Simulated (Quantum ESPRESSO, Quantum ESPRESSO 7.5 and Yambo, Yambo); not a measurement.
## PtS2 (1T monolayer): a self-consistent loop beyond G0W0, cycle by cycle

Wanted: G0W0 and self-consistent gaps of PtS2 (1T monolayer), with the cost of the cycles.

Method: PBE and many-body steps on it, plane waves, in Quantum ESPRESSO 7.5 and Yambo 5.3.0.

Report form: the programs' logs are mostly left out.

## 1. Starting point

The cell holds 3 atoms: 1 Pt and 2 S. Cell: a = 3.574 Å, b = 3.574 Å, c = 15.000 Å, α = 90.0°, β = 90.0°, γ = 120.0°. Vacuum lies along c.

The structure was relaxed with PBE. The runs that relaxed it are not among those shown. Spin-orbit coupling is left out unless a step names it.

## 2. Empty states on the mesh, 6×6×1 mesh, 92 bands

This step: Quantum ESPRESSO 7.5; DFT, PBE, plane waves, norm-conserving pseudopotentials.

The sums over transitions need many empty states on a uniform mesh; this step solves for them.

The input, pw.in:

```
&control
  calculation = 'nscf'
  prefix = 'x'
  outdir = 'o'
  pseudo_dir = 'pseudo'
/
&system
  ibrav = 0
  nat = 3
  ntyp = 2
  ecutwfc = 76.0
  nbnd = 92
  force_symmorphic = .true.
/
&electrons
  conv_thr = 1e-9
  electron_maxstep = 80
  diago_full_acc = .true.
  diago_thr_init = 5e-6
/
ATOMIC_SPECIES
  Pt 195.08 Pt.upf
  S 32.06 S.upf
CELL_PARAMETERS angstrom
  3.5735303220 0.0000000000 0.0000000000
  -1.7867651610 3.0947680400 0.0000000000
  0.0000000000 0.0000000000 15.0000000000
ATOMIC_POSITIONS crystal
  Pt 0.0000000000 0.0000000000 0.5000000000
  S 0.3333333333 0.6666666667 0.5818569338
  S 0.6666666667 0.3333333333 0.4181430662
K_POINTS automatic
  6 6 1 0 0 0
```

Command:

```sh
> OMP_NUM_THREADS=1 mpirun -n 4 pw.x -nk 4 -in pw.in > pw.out
```

The job ended after 26 s (4 MPI ranks of Arm Neoverse V1, shared host; peak memory 0.71 GiB; 1.8 min of CPU time).

This step gave:

- gap: 2.039 eV
- k of the valence top: 0.1667, 0.1667, 0
- k of the conduction bottom: 0, 0.1667, 0
- least direct gap: 2.065 eV
- k points computed: 7
- lowest point of the top converged band, above the valence top: 33.73 eV

On this mesh the gap is 2.039 eV.

The density comes from a self-consistent run that is not shown.

## 3. Conversion and set-up

This step: Yambo 5.3.0; conversion and set-up on PBE, plane waves, norm-conserving pseudopotentials.

The states are converted to the many-body program's format and the q mesh is built.

Command:

```sh
> (cd o/x.save; p2y > p2y.log; mv SAVE ../..); yambo > setup.log
```

It took 2.9 s on 1 MPI rank; peak memory 0.25 GiB.

## 4. G0W0

G0W0 replaces the xc potential by the self-energy, built once from these orbitals. Only a window of levels is corrected, while the sums run over the empty bands that the input names.

This step: G0W0 on PBE, plane waves, norm-conserving pseudopotentials.

The input, gw1.in:

```
HF_and_locXC
gw0
dyson
ppa
em1d
rim_cut
rim_w
RandQpts= 3000000
RandGvec= 100 RL
CUTGeo= "slab z"
RandGvecW= 9 RL
EXXRLvcs= 76 Ry
VXCRLvcs= 304 Ry
Chimod= "HARTREE"
% BndsRnXp
 1 | 92 |
%
NGsBlkXp= 8 Ry
% LongDrXp
 1 | 1 | 0 |
%
% GbndRnge
 1 | 92 |
%
DysSolver= "n"
ExtendOut
PPAPntXp= 27.21138 eV
% QPkrange
 1 | 7 | 6 | 20 |
%
```

Command:

```sh
> OMP_NUM_THREADS=1 mpirun -n 4 yambo -F gw1.in -J gw1 -C gw1 > gw1.log
```

Wall time 13 min (4 MPI ranks); peak memory 3.1 GiB.

Numbers from this step:

```yaml
g0w0_gap_on_the_mesh: 3.275 eV
starting_gap_on_the_mesh: 2.039 eV
k_of_the_valence_top: 0, 0.1667, 0
k_of_the_conduction_bottom: 0, 0.1667, 0
least_direct_g0w0_gap_on_the_computed_points: 3.275 eV
z_at_the_valence_top: 0.7469
z_at_the_conduction_bottom: 0.7544
```

The gap on the mesh goes from 2.04 eV to 3.27 eV, a correction of +1.24 eV.

## 5. evGW0, cycle 1

This step: evGW0 on PBE, plane waves, norm-conserving pseudopotentials.

gw2.in, as its differences from gw1.in of step 4:

```diff
@@ -30 +30,2 @@
 %
+GfnQPdb= "E < ./gw1/ndb.QP"
```

Command:

```sh
> OMP_NUM_THREADS=1 mpirun -n 4 yambo -F gw2.in -J gw2,gw1_W -C gw2 > gw2.log
```

The job ended after 11 min (4 MPI ranks; peak memory 3 GiB).

Numbers from this step:

| Item | Value |
| --- | --- |
| quasiparticle gap on the mesh | 3.459 eV |
| gap of the density functional on the mesh | 2.039 eV |
| k of the valence top | 0, 0.1667, 0 |
| k of the conduction bottom | 0, 0.1667, 0 |
| least direct quasiparticle gap on the computed points | 3.459 eV |
| Z at the valence top | 0.7478 |
| Z at the conduction bottom | 0.7798 |

Against G0W0 in Yambo (6×6×1 mesh, 92 bands, screening to 108.8 eV, Godby-Needs plasmon pole), the gap moves by +0.184 eV.

The program's own table gives 3.724 eV, which is too large where the input levels are shifted: this version takes Σc at the unshifted level E₀, yet steps from the shifted one. The value above is the Newton step from E₀, E₀ + Z(Σc + Σx − Vxc), rebuilt from the printed columns.

## 6. evGW0, cycle 2

The corrected levels of the last cycle go back in.

gw3.in, as its differences from gw2.in of step 5:

```diff
@@ -30,2 +30,2 @@
 %
-GfnQPdb= "E < ./gw1/ndb.QP"
+GfnQPdb= "E < ./gw2_fix/ndb.QP"
```

Command:

```sh
> OMP_NUM_THREADS=1 mpirun -n 4 yambo -F gw3.in -J gw3,gw1_W -C gw3 > gw3.log
```

Elapsed: 11 min, on 4 MPI ranks; peak memory 3 GiB; 43 min of CPU time.

Numbers from this step:

| Quantity | Value |
| --- | --- |
| quasiparticle gap on the mesh | 3.484 eV |
| gap of the density functional on the mesh | 2.039 eV |
| k of the valence top | 0, 0.1667, 0 |
| k of the conduction bottom | 0, 0.1667, 0 |
| least direct quasiparticle gap on the computed points | 3.484 eV |

Against the cycle before, the gap moves by +0.025 eV.

The program's own table gives 3.786 eV, which is too large where the input levels are shifted: this version takes Σc at the unshifted level E₀, yet steps from the shifted one. The value above is the Newton step from E₀, E₀ + Z(Σc + Σx − Vxc), rebuilt from the printed columns.

## 7. evGW0, cycle 3

gw4.in, as its differences from gw3.in of step 6:

```diff
@@ -30,2 +30,2 @@
 %
-GfnQPdb= "E < ./gw2_fix/ndb.QP"
+GfnQPdb= "E < ./gw3_fix/ndb.QP"
```

Command:

```sh
> OMP_NUM_THREADS=1 mpirun -n 4 yambo -F gw4.in -J gw4,gw1_W -C gw4 > gw4.log
```

Elapsed: 11 min, on 4 MPI ranks; peak memory 3 GiB; 43 min of CPU time.

Numbers from this step:

- quasiparticle gap on the mesh: 3.487 eV
- gap of the density functional on the mesh: 2.039 eV
- k of the valence top: 0, 0.1667, 0
- k of the conduction bottom: 0, 0.1667, 0
- least direct quasiparticle gap on the computed points: 3.487 eV

Against the cycle before, the gap moves by +0.003 eV.

The program's own table gives 3.794 eV, which is too large where the input levels are shifted: this version takes Σc at the unshifted level E₀, yet steps from the shifted one. The value above is the Newton step from E₀, E₀ + Z(Σc + Σx − Vxc), rebuilt from the printed columns.

## 8. evGW, cycle 1

This step: evGW on PBE, plane waves, norm-conserving pseudopotentials.

gw5.in, as its differences from gw4.in of step 7:

```diff
@@ -30,2 +30,3 @@
 %
-GfnQPdb= "E < ./gw3_fix/ndb.QP"
+GfnQPdb= "E < ./gw1/ndb.QP"
+XfnQPdb= "E < ./gw1/ndb.QP"
```

Command:

```sh
> OMP_NUM_THREADS=1 mpirun -n 4 yambo -F gw5.in -J gw5 -C gw5 > gw5.log
```

The job ended after 13 min (4 MPI ranks; peak memory 3.1 GiB).

This step gave:

```
quasiparticle gap on the mesh                         : 3.654 eV
gap of the density functional on the mesh             : 2.039 eV
k of the valence top                                  : 0, 0.1667, 0
k of the conduction bottom                            : 0, 0.1667, 0
least direct quasiparticle gap on the computed points : 3.654 eV
```

Against G0W0 in Yambo (6×6×1 mesh, 92 bands, screening to 108.8 eV, Godby-Needs plasmon pole), the gap moves by +0.379 eV.

The program's own table gives 3.896 eV, which is too large where the input levels are shifted: this version takes Σc at the unshifted level E₀, yet steps from the shifted one. The value above is the Newton step from E₀, E₀ + Z(Σc + Σx − Vxc), rebuilt from the printed columns.

## 9. evGW, cycle 2

gw6.in, as its differences from gw5.in of step 8:

```diff
@@ -30,3 +30,3 @@
 %
-GfnQPdb= "E < ./gw1/ndb.QP"
-XfnQPdb= "E < ./gw1/ndb.QP"
+GfnQPdb= "E < ./gw5_fix/ndb.QP"
+XfnQPdb= "E < ./gw5_fix/ndb.QP"
```

Command:

```sh
> OMP_NUM_THREADS=1 mpirun -n 4 yambo -F gw6.in -J gw6 -C gw6 > gw6.log
```

Elapsed: 13 min, on 4 MPI ranks; peak memory 3.1 GiB.

This step gave:

```
quasiparticle gap on the mesh                         : 3.757 eV
gap of the density functional on the mesh             : 2.039 eV
k of the valence top                                  : 0, 0.1667, 0
k of the conduction bottom                            : 0, 0.1667, 0
least direct quasiparticle gap on the computed points : 3.757 eV
```

Against the cycle before, the gap moves by +0.103 eV.

The program's own table gives 4.058 eV, which is too large where the input levels are shifted: this version takes Σc at the unshifted level E₀, yet steps from the shifted one. The value above is the Newton step from E₀, E₀ + Z(Σc + Σx − Vxc), rebuilt from the printed columns.

## 10. evGW, cycle 3

gw7.in, as its differences from gw6.in of step 9:

```diff
@@ -30,3 +30,3 @@
 %
-GfnQPdb= "E < ./gw5_fix/ndb.QP"
-XfnQPdb= "E < ./gw5_fix/ndb.QP"
+GfnQPdb= "E < ./gw6_fix/ndb.QP"
+XfnQPdb= "E < ./gw6_fix/ndb.QP"
```

Command:

```sh
> OMP_NUM_THREADS=1 mpirun -n 4 yambo -F gw7.in -J gw7 -C gw7 > gw7.log
```

Wall time 13 min (4 MPI ranks); peak memory 3.2 GiB.

Numbers from this step:

* quasiparticle gap on the mesh: 3.787 eV
* gap of the density functional on the mesh: 2.039 eV
* k of the valence top: 0, 0.1667, 0
* k of the conduction bottom: 0, 0.1667, 0
* least direct quasiparticle gap on the computed points: 3.787 eV

Against the cycle before, the gap moves by +0.029 eV.

The program's own table gives 4.102 eV, which is too large where the input levels are shifted: this version takes Σc at the unshifted level E₀, yet steps from the shifted one. The value above is the Newton step from E₀, E₀ + Z(Σc + Σx − Vxc), rebuilt from the printed columns.

## 11. evGW, cycle 4

gw8.in, as its differences from gw7.in of step 10:

```diff
@@ -30,3 +30,3 @@
 %
-GfnQPdb= "E < ./gw6_fix/ndb.QP"
-XfnQPdb= "E < ./gw6_fix/ndb.QP"
+GfnQPdb= "E < ./gw7_fix/ndb.QP"
+XfnQPdb= "E < ./gw7_fix/ndb.QP"
```

Command:

```sh
> OMP_NUM_THREADS=1 mpirun -n 4 yambo -F gw8.in -J gw8 -C gw8 > gw8.log
```

Run time: 13 min. Hardware: 4 MPI ranks; peak memory 3.1 GiB.

This step gave:

```yaml
quasiparticle_gap_on_the_mesh: 3.795 eV
gap_of_the_density_functional_on_the_mesh: 2.039 eV
k_of_the_valence_top: 0, 0.1667, 0
k_of_the_conduction_bottom: 0, 0.1667, 0
least_direct_quasiparticle_gap_on_the_computed_points: 3.795 eV
```

Against the cycle before, the gap moves by +0.008 eV.

The program's own table gives 4.115 eV, which is too large where the input levels are shifted: this version takes Σc at the unshifted level E₀, yet steps from the shifted one. The value above is the Newton step from E₀, E₀ + Z(Σc + Σx − Vxc), rebuilt from the printed columns.

## 12. The runs together

Times are wall times on 4 MPI ranks of Arm Neoverse V1, shared host, good to a factor of about two.

| run | mesh | bands | screening cutoff (eV) | DFT gap (eV) | gap on the mesh (eV) | direct (eV) | time |
| --- | --- | --- | --- | --- | --- | --- | --- |
| G0W0 | 6×6×1 | 92 | 108.8 | 2.039 | 3.275 | 3.275 | 13 min |
| evGW0, cycle 1 | 6×6×1 | 92 | 108.8 | 2.039 | 3.459 | 3.459 | 11 min |
| evGW0, cycle 2 | 6×6×1 | 92 | 108.8 | 2.039 | 3.484 | 3.484 | 11 min |
| evGW0, cycle 3 | 6×6×1 | 92 | 108.8 | 2.039 | 3.487 | 3.487 | 11 min |
| evGW, cycle 1 | 6×6×1 | 92 | 108.8 | 2.039 | 3.654 | 3.654 | 13 min |
| evGW, cycle 2 | 6×6×1 | 92 | 108.8 | 2.039 | 3.757 | 3.757 | 13 min |
| evGW, cycle 3 | 6×6×1 | 92 | 108.8 | 2.039 | 3.787 | 3.787 | 13 min |
| evGW, cycle 4 | 6×6×1 | 92 | 108.8 | 2.039 | 3.795 | 3.795 | 13 min |

## 13. What came out

```yaml
g0w0: 3.275 eV
evgw0_cycle_1: 3.459 eV
evgw0_cycle_2: 3.484 eV
evgw0_cycle_3: 3.487 eV
evgw_cycle_1: 3.654 eV
evgw_cycle_2: 3.757 eV
evgw_cycle_3: 3.787 eV
evgw_cycle_4: 3.795 eV
known_limits: not at the basis limit; no spin polarisation; d states lean on the start; no spin-orbit coupling
```

In words: evGW0 ends at 3.49 eV, +0.21 eV from G0W0, after 3 cycles that took 32 min beside the first screening; the last moved the gap by 0.003 eV. evGW ends at 3.79 eV, +0.52 eV from G0W0, after 4 cycles that took 51 min beside the first screening; the last moved the gap by 0.008 eV. Bands and cutoff are finite, so the gap is not at the basis limit. The miss can reach some tenths of an eV and take either sign; the mesh is an error of its own. A denser mesh or path gives a starting gap of 1.77 eV: the GW mesh misses a band edge, so its gaps are not the fundamental one. The runs have no spin polarisation. For a closed low-spin shell that is the natural state; where a d or f shell is open it is a constraint, and the gap is then not the crystal's own. With d states at the gap, one-shot GW leans hard on its start. The many-body steps are scalar-relativistic: spin-orbit coupling is not in them.

[Paths, hosts, dates, memory and timing lines, banners, echoed tables and standing remarks are left out of the program output.]

[Logs are printed without paths, hosts, clocks, repeated set-up lines and the standing remarks that a program may print on its own settings, such as how far it seeks lower states.]

[Runs of the session that timed out or met a known fault of the program may be left out.]

[Hosts, paths, dates, database ids (printed as entryN), source tags and the programs' standing remarks are cut or masked in the printed files.]
